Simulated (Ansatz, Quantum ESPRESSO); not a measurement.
**NaF (Villiaumite): a worked LO-TO splitting**

How high does the longitudinal optical mode of NaF (Villiaumite) lie, given the transverse one, the Born charge and ε∞?

Main program and level: Quantum ESPRESSO 7.5; DFT LDA, scalar-relativistic, plane waves, GBRV ultrasoft pseudopotentials.

### Step 1. The relaxed structure

It takes space group Fm-3m (No. 225, cubic). Conventional cell: a = 4.524 Å, b = 4.524 Å, c = 4.524 Å, α = 90.00°, β = 90.00°, γ = 90.00°. Na has 6 F at 2.26 Å nearest. Nearest to F lie 6 Na at 2.26 Å. Farther neighbours and most contacts between anions are not listed.

Structure file:

```xyz
2
Lattice="-2.2620 0.0000 2.2620 0.0000 2.2620 2.2620 -2.2620 2.2620 0.0000" Properties=species:S:1:pos:R:3 pbc="T T T"
Na    0.0000    0.0000    0.0000
F    -2.2620    2.2620    2.2620
```

This is the cell after its relaxation at this level of theory, not the database cell from which that began.

### Step 2. What the response run gave

A linear-response run on the relaxed cell, with the response to an electric field; only its zone-centre results are used. Cutoff 45 Ry, k mesh 8×8×8.

Log:

```text
[banners, grids, parts of the stress and lines that vanish by symmetry left out]
Program PHONON v.7.5
     Reading xml data from directory:

[...]
Exchange-correlation= PZ
                           (   1   1   0   0   0   0   0)
[...]
(   8 q-points):
[...]
kinetic-energy cut-off    =      45.0000  Ry
     charge density cut-off    =     270.0000  Ry
     convergence threshold     =      1.0E-18
[...]
Exchange-correlation= PZ
                           (   1   1   0   0   0   0   0)
[...]
q = (   0.0000000   0.0000000   0.0000000 )
     49 Sym.Ops. (with q -> -q+G )
     G cutoff =  499.8520  (  11647 G-vectors)     FFT grid: ( 32, 32, 32)
     G cutoff =  333.2346  (   6375 G-vectors)  smooth grid: ( 25, 25, 25)
     number of k points=    29
[...]
Mode symmetry, O_h (m-3m)  point group:
[...]
Dielectric constant
[...]
End of electric fields calculation
          Dielectric constant in cartesian axis
          (       1.926739947      -0.000000000      -0.000000000 )
          (       0.000000000       1.926739947      -0.000000000 )
          (      -0.000000000       0.000000000       1.926739947 )
          Effective charges (d Force / dE) in cartesian axis without acoustic sum rule applied (asr)
           atom    1  Na    Mean Z*:        1.00095
      Ex  (        1.00095       -0.00000       -0.00000 )
      Ey  (       -0.00000        1.00095       -0.00000 )
      Ez  (       -0.00000        0.00000        1.00095 )
           atom    2  F     Mean Z*:       -0.99754
      Ex  (       -0.99754       -0.00000        0.00000 )
      Ey  (       -0.00000       -0.99754        0.00000 )
      Ez  (        0.00000       -0.00000       -0.99754 )
          Effective charges Sum: Mean:        0.00341
[...]
Effective charges (d Force / dE) in cartesian axis with asr applied:
           atom    1  Na    Mean Z*:        0.99924
[...]
atom    2  F     Mean Z*:       -0.99924
[...]
Representation #   1 modes #   1   2   3
[...]
End of self-consistent calculation
     Convergence has been achieved
     Representation #   2 modes #   4   5   6
[...]
End of self-consistent calculation
     Convergence has been achieved
[...]
Dielectric constant in cartesian axis
          (       1.926739947      -0.000000000      -0.000000000 )
          (       0.000000000       1.926739947      -0.000000000 )
          (      -0.000000000       0.000000000       1.926739947 )
          Effective charges (d Force / dE) in cartesian axis without acoustic sum rule applied (asr)
[...]
Mode symmetry, C_s (m)     point group:
[...]
q = (    0.750000000  -0.250000000   0.750000000 )
[...]
Mode symmetry, C_s (m)     point group:
     freq (   1-   1) =        157.8  [cm-1]   --> A''
     freq (   2-   2) =        204.3  [cm-1]   --> A'
     freq (   3-   3) =        243.2  [cm-1]   --> A'
     freq (   4-   4) =        267.8  [cm-1]   --> A''
     freq (   5-   5) =        286.6  [cm-1]   --> A'
     freq (   6-   6) =        315.7  [cm-1]   --> A'
[...]
Mode symmetry, C_2v (mm2)  point group:
[...]
q = (    0.500000000   0.000000000   0.500000000 )
[...]
Mode symmetry, C_2v (mm2)  point group:
     freq (   1-   1) =        166.4  [cm-1]   --> B_2  D_4  S_4
     freq (   2-   2) =        195.8  [cm-1]   --> B_1  D_3  S_3
     freq (   3-   3) =        223.0  [cm-1]   --> B_1  D_3  S_3
     freq (   4-   4) =        249.7  [cm-1]   --> A_1  D_1  S_1
     freq (   5-   5) =        293.0  [cm-1]   --> B_2  D_4  S_4
     freq (   6-   6) =        334.7  [cm-1]   --> A_1  D_1  S_1
[...]
Mode symmetry, D_4h(4/mmm) point group:
[...]
Convergence has been achieved
[...]
Convergence has been achieved
[...]
Convergence has been achieved
[...]
Convergence has been achieved
[...]
q = (    0.000000000  -1.000000000   0.000000000 )
[...]
freq (    5) =       8.738908 [THz] =     291.498593 [cm-1]
     freq (    6) =       9.349790 [THz] =     311.875420 [cm-1]
[...]
Mode symmetry, D_4h(4/mmm) point group:
     freq (   1-   2) =        142.0  [cm-1]   --> E_u  X_5' M_5'
     freq (   3-   3) =        263.0  [cm-1]   --> A_2u X_4' M_4'
     freq (   4-   5) =        291.5  [cm-1]   --> E_u  X_5' M_5'
     freq (   6-   6) =        311.9  [cm-1]   --> A_2u X_4' M_4'
[...]
Mode symmetry, D_2d (-42m) point group:
[...]
Representation #   1 mode #   1
[...]
Convergence has been achieved
     Representation #   2 mode #   2
[...]
Convergence has been achieved
     Representation #   3 modes #   3   4
[...]
End of self-consistent calculation
     Convergence has been achieved
     Representation #   4 modes #   5   6
[...]
End of self-consistent calculation
     Convergence has been achieved
[...]
q = (   -0.500000000  -1.000000000   0.000000000 )
[...]
freq (    1) =       6.360782 [THz] =     212.172834 [cm-1]
     freq (    2) =       6.360782 [THz] =     212.172834 [cm-1]
     freq (    3) =       6.770313 [THz] =     225.833339 [cm-1]
     freq (    4) =       7.490477 [THz] =     249.855431 [cm-1]
     freq (    5) =       9.040569 [THz] =     301.560917 [cm-1]
     freq (    6) =       9.040569 [THz] =     301.560917 [cm-1]
[...]
Mode symmetry, D_2d (-42m) point group:
     freq (   1-   2) =        212.2  [cm-1]   --> E    X_5  W_3
     freq (   3-   3) =        225.8  [cm-1]   --> B_2  X_3  W_2
     freq (   4-   4) =        249.9  [cm-1]   --> A_1  X_1  W_1
     freq (   5-   6) =        301.6  [cm-1]   --> E    X_5  W_3

   JOB DONE.
```

```csv
quantity,value
cell volume Ω (Å³),23.147
mass of Na (u),22.990
mass of F (u),18.998
"Born charge of Na, raw (e)",1.001
"Born charge of F, raw (e)",-0.998
ε∞,1.927
ω(TO) after the sum rule (cm⁻¹),277.2
```

### Step 3. The calculation

The charges must sum to zero over the cell; taking off their mean, 0.002 e, leaves Z* = 0.999 e on Na. In the polar mode Na moves against F, so the reduced mass is μ = 22.99 × 19.00 / 41.99 = 10.402 u.

A longitudinal wave builds up a field that adds to the restoring force: ω(LO)² = ω(TO)² + 4π Z*² / (μ Ω ε∞), in Hartree atomic units. With μ = 18962 electron masses and Ω = 156.21 bohr³ the second term is 2.1987e-06 Ha², or 105909 cm⁻² (1 Ha = 219474.6 cm⁻¹).

So ω(LO) = √(76823 + 105909) = 427.5 cm⁻¹, and by the Lyddane-Sachs-Teller relation ε₀ = ε∞ (ω(LO)/ω(TO))² = 4.58.

### Step 4. Check against the program

The analysis program adds the same non-analytic term to the full matrix, here for q along (1 0 0).

Log:

```text
[banner, memory and clock lines left out]
Program DYNMAT v.7.5

     Reading Dynamical Matrix from file x.dyn1
     ...Force constants read
     ...epsilon and Z* read

     Polarizability (A^3 units)
     multiply by 0.763993 for Clausius-Mossotti correction
         1.707055    0.000000   -0.000000
        -0.000000    1.707055    0.000000
        -0.000000   -0.000000    1.707055

     IR activities are in (D/A)^2/amu units

# mode   [cm-1]    [THz]      IR
    1     -0.00   -0.0000    0.0000
    2     -0.00   -0.0000    0.0000
    3      0.00    0.0000    0.0000
    4    277.17    8.3094    2.2145
    5    277.17    8.3094    2.2145
    6    427.47   12.8152    2.2145
```

ε₀ comes from the program's run without a direction of q.

```csv
quantity,by hand,program
ω(LO) (cm⁻¹),427.5,427.5
ε₀,4.58,4.58
```

### Step 5. Outcome

| Item | Value |
| --- | --- |
| TO mode | 277.2 cm⁻¹ |
| LO mode | 427.5 cm⁻¹ |
| static dielectric constant | 4.583 |

What this shows: The LO mode of NaF (Villiaumite) lies at 427 cm⁻¹, 150 cm⁻¹ above the TO mode; the formula meets the program within 0.1 cm⁻¹, as it must for a cubic crystal with one polar mode. ω(LO)² − ω(TO)² goes with Z*²/ε∞: an error of 5 % in ε∞ would move the LO mode by 5.9 cm⁻¹, and semilocal functionals tend to overestimate ε∞. The acoustic modes of the response miss zero by 11 cm⁻¹, a numerical error that can touch the optical modes as well. These are harmonic values at zero temperature, at the volume of this functional, for the structure held cubic; stability elsewhere in the zone is no part of this calculation.

[Host names and launcher messages were left out of these logs when they were recorded.]

[Logs are printed without paths, hosts, clocks, repeated set-up lines and the standing remarks that a program may print on its own settings, such as how far it seeks lower states.]

[Hosts, paths, dates, database ids (printed as entryN), source tags and the programs' standing remarks are cut or masked in the printed files.]
